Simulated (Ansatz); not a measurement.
# BiOCl (P4/nmm): spin-orbit coupling beyond the local functionals

How far does spin-orbit coupling move the gap of BiOCl (P4/nmm)?

Method: density functionals with and without spin-orbit coupling, plane waves, PAW, in Ansatz 0.2.0.

**The experiments to reproduce.**

- Gap 3.36 eV: optical gap from Kubelka-Munk/Tauc analysis; UV-vis diffuse reflectance; powder (solvothermal hierarchical microspheres made without additive) (“Hydrothermal Crystallization of Bismuth Oxychlorides (BiOCl) Using Different Shape Control Reagents”, 2021, pmc:8123882).

- Gap 3.44 eV: optical gap from Tauc plot; UV-vis diffuse reflectance; powder (hydrothermal powder) (“Synergistic Piezo-Photocatalysis of BiOCl/NaNbO3 Heterojunction Piezoelectric Composite for High-Efficient Organic Pollutant Degradation”, 2022, pmc:8839476).

## Step 1: Set-up

The structure is tetragonal, space group P4/nmm (No. 129). The conventional cell has a = 3.886 Å, b = 3.886 Å, c = 7.349 Å, α = 90.00°, β = 90.00°, γ = 90.00°. Nearest to Bi lie 4 O at 2.31 Å and 4 Cl at 3.06 Å. Nearest to Cl lie 4 Bi at 3.06 Å. Nearest to O lie 4 Bi at 2.31 Å. Farther neighbours and most contacts between anions are not listed.

Structure file:

```cif
data_structure
_symmetry_space_group_name_H-M 'P 1'
_symmetry_Int_Tables_number 1
_cell_length_a 3.8855
_cell_length_b 3.8855
_cell_length_c 7.3489
_cell_angle_alpha 90.000
_cell_angle_beta 90.000
_cell_angle_gamma 90.000
_cell_volume 110.95
loop_
_atom_site_label
_atom_site_type_symbol
_atom_site_fract_x
_atom_site_fract_y
_atom_site_fract_z
_atom_site_occupancy
Bi1 Bi 0.50000 0.00000 0.32904 1
Bi2 Bi 0.00000 0.50000 0.67096 1
Cl3 Cl 0.00000 0.50000 0.14720 1
Cl4 Cl 0.50000 0.00000 0.85280 1
O5 O 0.00000 0.00000 0.50000 1
O6 O 0.50000 0.50000 0.50000 1
```

The cell and positions come from the Crystallography Open Database and are kept as given unless a step says otherwise. Spin-orbit coupling is left out unless a step names it. The default PAW set here is soft_2. Its files were made with PBE.

## Step 2: HSE06, 4×4×2 mesh

This step: DFT, HSE06, plane waves, PAW.

File input.yaml:

```yaml
crystal:
  lattice:
    - [3.88551, 0.0, 0.0]
    - [0.0, 3.88551, 0.0]
    - [0.0, 0.0, 7.3489]
  atoms:
    - { symbol: Bi, position: [0.5, 0.0, 0.32904] }
    - { symbol: Bi, position: [0.0, 0.5, 0.67096] }
    - { symbol: Cl, position: [0.0, 0.5, 0.1472] }
    - { symbol: Cl, position: [0.5, 0.0, 0.8528] }
    - { symbol: O, position: [0.0, 0.0, 0.5] }
    - { symbol: O, position: [0.5, 0.5, 0.5] }
kpoints:
  mp_grid: { grid: [4, 4, 2] }
  band_path:
    path:
      - [0.0, 0.0, 0.0]
      - [0.0, 0.5, 0.0]
      - [0.5, 0.5, 0.0]
      - [0.0, 0.0, 0.5]
      - [0.0, 0.5, 0.5]
      - [0.5, 0.5, 0.5]
      - [0.0, 0.4, 0.5]
    npoints: 1
hamiltonian:
  xc: hse06
scf:
  occupations: { method: fixed }
  n_extra_bands: 6
output:
  eigenvalues: true
```

Run with:

```console
ansatz run input.yaml --threads 3 --pin off --max-ram 92160MiB --backend cuda --events-out ev --progress --plain --runs-dir out --devices 1 --max-vram 13GiB
```

Numbers of over 12 decimals in the logs are rounded to 6 here.

The log of the run:

```text
scf.n_extra_bands = 6 over 28 filled bands (N_el = 56.0): the run solves 34 bands
GPUs: using 1 of 1 available (devices: 1).
Engine: ansatz 0.2.0, x86_64-unknown-linux-gnu
Pseudopotentials: kind: paw
Pseudopotential: Bi, paw, valence charge 15, recommended cutoff 420 eV (normal), Bi.paw.azcp
Pseudopotential: Cl, paw, valence charge 7, recommended cutoff 420 eV (normal), Cl.paw.azcp
Pseudopotential: O, paw, valence charge 6, recommended cutoff 420 eV (normal), O.paw.azcp
Functional definition: HSE06
  parameter a = 0.25
  parameter omega = 0.11/bohr
  exchange = pbe_x - a*pbe_x_sr(omega) + a*exact_x_sr(omega)
  correlation = pbe_c
davidson cushion auto → on  (no smearing: the cushion is to keep the highest requested band from converging to the state above it; pin scf.eigensolver.cushion to override)
device memory: the entry about to start is reckoned to put 1.4 GiB on a device that reports 49.9 GiB free (of which the cap on the GPU budget leaves the run 13.0 GiB)
GPU FFT provider: cuFFT
GPU libraries: cuBLAS 13.8.2, cuFFT 12.4.0, cuSOLVER 12.3.4
Crystal: 6 atoms, lattice volume = 110.948 Å³
Basis set: ecut = 420 eV, 2177 PW (Γ)
Bands: 34, of which v1, the nominal top of the filled ones, is band 28 counted from 1 (27 counted from 0)
Symmetry: 16 space group operations
Space group: P4/nmm (ITA 129), of the structure as read, at distance tolerance 4.8e-5 Å
k-points: 12 of 32
Non-local potential: Bi, projectors of the file, l = 0: 2, l = 1: 2, l = 2: 2, l = 3: 2
Non-local potential: Cl, projectors of the file, l = 0: 2, l = 1: 2, l = 2: 2
Non-local potential: O, projectors of the file, l = 0: 2, l = 1: 2, l = 2: 1
PAW form: soft (Blöchl's): semilocal exchange-correlation on the pseudo side does not see the compensation charge
PAW frozen core: Bi, regenerated for the run's functional, and the local potential with it (the file was generated under x = pbe(κ = 0.804, μ = 0.219515), c = pbe(β = 0.066725))
PAW frozen core: Cl, regenerated for the run's functional, and the local potential with it (the file was generated under x = pbe(κ = 0.804, μ = 0.219515), c = pbe(β = 0.066725))
PAW frozen core: O, regenerated for the run's functional, and the local potential with it (the file was generated under x = pbe(κ = 0.804, μ = 0.219515), c = pbe(β = 0.066725))
PAW one-centre angular grid: Bi, 590 points (default); XC on 64 Gauss nodes
PAW one-centre angular grid: Cl, 110 points (default); XC on 64 Gauss nodes
PAW one-centre angular grid: O, 110 points (default); XC on 96 Gauss nodes
Initial density: superposition of atomic densities (neutral atoms: chi_scale 0, normalization atom), corrected by the library's trained network
Initial wavefunctions: pseudopotential atomic-orbital guess
GPU buffer pool allocated for 36450 grid points (all kernels)
[...]
preconditioner: auto → none  [insulator: Δε(μ)=3.696 eV  Ē_g=18.916 eV  n_scr=28 (ndim 8)  ℏωp=26.4 eV  f_vac=0.010]
iter 2 solved again at ethr=4.42e-10 eV; its pass at ethr=8.35e-8 eV (dr2=2.47e-7 eV) is discarded
SCF iter   2: F=—  HF=-28097.419241 eV  |F-HF|=—  |Δ(HF+E_count)|=   9.94e-6  Δρ=2.02e-5  dr2=5.31e-7  ethr=4.42e-10  ⟨swp⟩=4.5  Hψ=2463  notcnv=0
eigensolver tolerance schedule: the retry pair's looser diagonalisation over-reported the residual by 0.10 of it (diagonalisation noise at 0.11 of the residual, at the tolerance the schedule requests for it); recorded, not acted on — ethr = c·dr2/N_el stays at c = 1.0e-1
SCF iter   3: F=—  HF=-28097.419242 eV  |F-HF|=—  |Δ(HF+E_count)|=   1.45e-6  Δρ=1.52e-5  dr2=2.94e-7  ethr=4.00e-10  ⟨swp⟩=4.0  Hψ=1344  notcnv=0
SCF iter   4: F=-28097.419242 eV  HF=-28097.419242 eV  |F-HF|=2.60e-9  |Δ(HF+E_count)|=   5.63e-8  Δρ=1.99e-6  dr2=4.83e-9  ethr=4.00e-10  ⟨swp⟩=3.1  Hψ=1041  notcnv=0
SCF 3 converged in 4 iterations: F = -28097.419242 eV  dr2 = 4.83e-9
hybrid outer 2: dexx = +1.379e-6 eV, tail = 2.76e-8 eV, Δε = 3.65e-3 eV (about 9.15e-5 eV left of the loop's levels)
the search or the solves at the SCF's close seem to have found levels that the self-consistency loop had missed (the run counts 1). By its estimate they hold under 1e-12 electrons; where the run keeps them, the occupations were computed again with them
device memory: the entry about to start is reckoned to put 0.5 GiB on a device that reports 53.8 GiB free (of which the cap on the GPU budget leaves the run 13.0 GiB)
NSCF: frozen V_eff on 7 k-points
hybrid SCF converged: 2 outer / 11 inner (+3 warm-up), last move |dexx| = 1.38e-6 eV, tail = 2.76e-8 eV
Stability not checked: this state was not tested for a lower state beside it, because the functional holds exact exchange (a hybrid, or Hartree-Fock), whose exchange loop this test does not read (fock_operator; see scf.lower_state_search)
Free energy (F): -28097.419242 eV
Frozen-core exchange: fock
Harris-Foulkes:  -28097.419242 eV  (|F-HF|=2.60e-9)
Internal energy: -28097.419242 eV  (E = F + TS)
E sigma→0 (E₀):  -28097.419242 eV
Fermi energy:    7.120387 eV
--- Per-component energies (eV) ---
  E_band       = -292.800464
  E_kinetic    = 1274.892631
  E_local      = -4725.209271  (includes V_loc(G=0)·N_el)
  E_nonlocal   = 1283.327698
  E_hartree    = 1668.797911
  E_xc         = -535.668567
  E_vxc        = -577.333918  (∫ρ·V_xc dr)
  E_exx        = -139.244920  (= α·E_x^exact, valence–valence)
  E_paw        = -22963.452983  (= ΣΔE_a)
  E_vpaw       = -607.586303  (= ΣTr[D̂ρ^β])
  E_aug_tail   = 0.004244  (compensation charges beyond the density's cutoff)
  E_ewald      = -3960.893269
  E_core_change = 0.027284  (= ΣΔE_core)
  E_smearing   = -0.000000  (= −TS)
  E_closure    = -0.000000  (closes the sum)
  Σ components = -28097.419242   (vs F -28097.419242, Δ=3.64e-12)
--- Band table (eV; the first three rows and the last of 12) ---
  k-point 0: bands = [... 24 lower, 5.8958, 5.8958, 6.0178, 6.3828, 11.3563, 12.0602, 13.7125, 13.7125, ... 2 higher]
  k-point 1: bands = [... 24 lower, 6.1990, 6.1990, 6.6703, 6.6875, 10.8175, 11.2837, 13.7383, 13.7383, ... 2 higher]
  k-point 2: bands = [... 24 lower, 5.9402, 6.4408, 6.8056, 6.8063, 12.6649, 13.0550, 13.1744, 13.3869, ... 2 higher]
  k-point 11: bands = [... 24 lower, 5.5242, 5.5242, 6.2198, 6.2198, 12.7864, 12.7864, 14.5790, 14.5790, ... 2 higher]
```

Run time: 29 s. Hardware: 1 × NVIDIA H100 80GB HBM3 (shared by 6 runs) with 3 threads of AMD EPYC 7R13 (Zen 3), shared host; peak memory 1.2 GiB.

In the SCF lines HF is the Harris–Foulkes energy and dr2 the Hartree energy of the density residual, in eV; the loop may stop once dr2 is under the threshold and the program's other checks hold. Hψ counts applications of the Hamiltonian.

Numbers from this step:

| Quantity | Value |
| --- | --- |
| gap | 3.598 eV |
| valence top at | k = (0.000, 0.400, 0.500) |
| conduction bottom at | Z |
| least direct gap | 4.130 eV |
| exact-exchange fraction | 0.25 |

The gap is indirect, with the least direct gap 0.53 eV higher.

## Step 3: HSE06+SOC, 4×4×2 mesh

The many-body steps leave out spin-orbit coupling, so its effect is taken from a two-component run, with twice the bands.

This step: DFT, HSE06 with spin-orbit coupling, plane waves, PAW.

input.yaml, as its differences from that of step 2:

```diff
@@ -28,3 +28,6 @@
   occupations: { method: fixed }
-  n_extra_bands: 6
+  n_extra_bands: 12
+magnetization:
+  noncollinear: true
+  spin_orbit: true
 output:
```

The log of the run:

```text
[...]
GPUs: using 1 of 1 available (devices: 1).
[...]
non-collinear run that drives no moment, with spin-orbit: no starting moment large enough to seed its density (crystal.atoms[].spin), no starting occupations that ask for one, no magnetisation constraint and no magnetic field, so the semilocal B_xc is pinned to zero
[...]
GPU FFT provider: cuFFT
GPU libraries: cuBLAS 13.8.2, cuFFT 12.4.0, cuSOLVER 12.3.4
Crystal: 6 atoms, lattice volume = 110.948 Å³
Basis set: ecut = 420 eV, 2177 PW (Γ)
Bands: 68, of which v1, the nominal top of the filled ones, is band 56 counted from 1 (55 counted from 0)
Symmetry: 16 space group operations + 16 with time reversal
[...]
k-points: 12 of 32
Projection manifold: j_resolved (fully-relativistic pseudo-atomic orbitals)
[...]
GPU buffer pool allocated for 36450 grid points (all kernels)
[...]
SCF iter   1: F=—  HF=-28172.604005 eV  |F-HF|=—  |Δ(HF+E_count)|=         —  Δρ=4.25e-2  dr2=1.97e0  dr2_m=0.00e0 (ungated)  ethr=1.00e-1  |M|=0.00e0 ∫|m|=0.00e0 μB  |m|>n=0.0e0 m-floor=0.0e0 τ_xc=0.0e0  β_m=0.30  ⟨swp⟩=3.7  Hψ=2935  notcnv=0
[...]
SCF iter   6: F=-28172.249931 eV  HF=-28172.249938 eV  |F-HF|=6.61e-6  |Δ(HF+E_count)|=   2.72e-4  Δρ=3.21e-4  dr2=6.90e-5  dr2_m=0.00e0 (ungated)  ethr=1.35e-6  |M|=0.00e0 ∫|m|=0.00e0 μB  |m|>n=0.0e0 m-floor=0.0e0 τ_xc=0.0e0  ⟨swp⟩=3.5  Hψ=2168  notcnv=0
SCF 1 stopped early in 6 iterations: F = -28172.249931 eV  dr2 = 6.90e-5
[...]
GPU FFT provider: cuFFT
GPU libraries: cuBLAS 13.8.2, cuFFT 12.4.0, cuSOLVER 12.3.4
Projection manifold: j_resolved (fully-relativistic pseudo-atomic orbitals)
[...]
GPU buffer pool allocated for 36450 grid points (all kernels)
[...]
Frozen-core exchange: fock
SCF iter   1: F=—  HF=-28121.272472 eV  |F-HF|=—  |Δ(HF+E_count)|=         —  Δρ=7.45e-3  dr2=7.04e-2  dr2_m=0.00e0 (ungated)  ethr=1.23e-6  |M|=0.00e0 ∫|m|=0.00e0 μB  |m|>n=0.0e0 m-floor=0.0e0 τ_xc=0.0e0  β_m=0.30  ⟨swp⟩=7.2  Hψ=4373  notcnv=0
[...]
SCF iter   5: F=-28121.270358 eV  HF=-28121.270365 eV  |F-HF|=6.14e-6  |Δ(HF+E_count)|=   1.14e-4  Δρ=1.32e-4  dr2=1.72e-5  dr2_m=0.00e0 (ungated)  ethr=4.15e-7  |M|=0.00e0 ∫|m|=0.00e0 μB  |m|>n=0.0e0 m-floor=0.0e0 τ_xc=0.0e0  ⟨swp⟩=3.3  Hψ=2135  notcnv=0
SCF 2 stopped early in 5 iterations: F = -28121.270358 eV  dr2 = 1.72e-5
hybrid outer 1: dexx = +2.211e-2 eV, tail = 8.99e-5 eV
GPU FFT provider: cuFFT
GPU libraries: cuBLAS 13.8.2, cuFFT 12.4.0, cuSOLVER 12.3.4
Projection manifold: j_resolved (fully-relativistic pseudo-atomic orbitals)
GPU buffer pool allocated for 36450 grid points (all kernels)
[...]
Frozen-core exchange: fock
SCF iter   1: F=—  HF=-28121.269783 eV  |F-HF|=—  |Δ(HF+E_count)|=         —  Δρ=8.02e-5  dr2=8.15e-6  dr2_m=0.00e0 (ungated)  ethr=8.03e-7  |M|=0.00e0 ∫|m|=0.00e0 μB  |m|>n=0.0e0 m-floor=0.0e0 τ_xc=0.0e0  β_m=0.30  ⟨swp⟩=2.1  Hψ=1804  notcnv=0
[...]
SCF iter   5: F=-28121.269784 eV  HF=-28121.269784 eV  |F-HF|=6.23e-9  |Δ(HF+E_count)|=   3.15e-8  Δρ=2.15e-6  dr2=4.72e-8  dr2_m=0.00e0 (ungated)  ethr=9.68e-11  |M|=0.00e0 ∫|m|=0.00e0 μB  |m|>n=0.0e0 m-floor=0.0e0 τ_xc=0.0e0  ⟨swp⟩=3.0  Hψ=2202  notcnv=0
SCF 3 converged in 5 iterations: F = -28121.269784 eV  dr2 = 4.72e-8
[...]
NSCF: frozen V_eff on 7 k-points
[...]
Magnetization: |M| = 0.0000 μB,  M = (+0.0000, +0.0000, +0.0000) μB
Absolute magnetization: 0.0000 μB (∫|m|)
  site 0: m = (+0.0000, +0.0000, +0.0000) μB, |m| = 0.0000 μB  (R = 0.95 Å)
  site 1: m = (+0.0000, +0.0000, +0.0000) μB, |m| = 0.0000 μB  (R = 0.95 Å)
  site 2: m = (+0.0000, +0.0000, +0.0000) μB, |m| = 0.0000 μB  (R = 1.26 Å)
  site 3: m = (+0.0000, +0.0000, +0.0000) μB, |m| = 0.0000 μB  (R = 1.26 Å)
  site 4: m = (+0.0000, +0.0000, +0.0000) μB, |m| = 0.0000 μB  (R = 0.95 Å)
  site 5: m = (+0.0000, +0.0000, +0.0000) μB, |m| = 0.0000 μB  (R = 0.95 Å)
Free energy (F): -28121.269784 eV
Frozen-core exchange: fock
[...]
Internal energy: -28121.269784 eV  (E = F + TS)
E sigma→0 (E₀):  -28121.269784 eV
Fermi energy:    7.088202 eV
[...]
--- Band table (eV; the first three rows and the last of 12) ---
  k-point 0: bands = [... 52 lower, 6.0278, 6.0278, 6.3526, 6.3526, 10.9156, 10.9156, 11.1582, 11.1582, ... 8 higher]
  k-point 1: bands = [... 52 lower, 6.5900, 6.5900, 6.6881, 6.6881, 10.4437, 10.4437, 10.6091, 10.6091, ... 8 higher]
  k-point 2: bands = [... 52 lower, 6.7471, 6.7471, 6.8038, 6.8038, 11.4930, 11.4930, 12.0606, 12.0606, ... 8 higher]
  k-point 11: bands = [... 52 lower, 6.0816, 6.0816, 6.0816, 6.0816, 12.1966, 12.1966, 12.1966, 12.1966, ... 8 higher]
```

Elapsed: 57 s, on 1 × NVIDIA H100 80GB HBM3 (shared by 6 runs) with 3 threads; peak memory 1.7 GiB; 93 s of CPU time.

This step gave:

```yaml
gap: 3.252 eV
valence_top_at: k = (0.000, 0.400, 0.500)
conduction_bottom_at: Z
least_direct_gap: 3.756 eV
exact_exchange_fraction: 0.25
```

The gap stands −0.35 eV against HSE06.

## Step 4: Together

Times are wall times on 1 × NVIDIA H100 80GB HBM3 (shared by 6 runs) with 3 threads of AMD EPYC 7R13 (Zen 3), shared host, good to a factor of about two.

| level | gap (eV) | with coupling (eV) | change (eV) | time | with coupling |
| --- | --- | --- | --- | --- | --- |
| HSE06 | 3.60 | 3.25 | −0.35 | 29 s | 57 s |

## Step 5: Outcome

```yaml
hse06: 3.60 eV
hse06_soc: 3.25 eV
```

What this shows: Spin-orbit coupling changes the gap by −0.35 eV and the least direct gap by −0.37 eV. Against experiment, by HSE06+SOC: the gap of 3.25 eV lies −0.11 eV from the measured 3.36 eV (optical, 2021); the gap of 3.25 eV lies −0.19 eV from the measured 3.44 eV (optical, 2022). An exciton line or allowed optical edge lies below the quasiparticle gap by the binding energy; a forbidden edge can push the onset above it. The lattice is static and excitons are left out.

[Paths, hosts, dates, memory and timing lines, banners, echoed tables and standing remarks are left out of the program output.]

[Logs are printed without paths, hosts, clocks, repeated set-up lines and the standing remarks that a program may print on its own settings, such as how far it seeks lower states.]

[Runs of the session that timed out or met a known fault of the program may be left out.]

[Cells called generated may have been cut or substituted from an entry of the Crystallography Open Database or the Materials Project.]

[Hosts, paths, dates, database ids (printed as entryN), source tags and the programs' standing remarks are cut or masked in the printed files.]
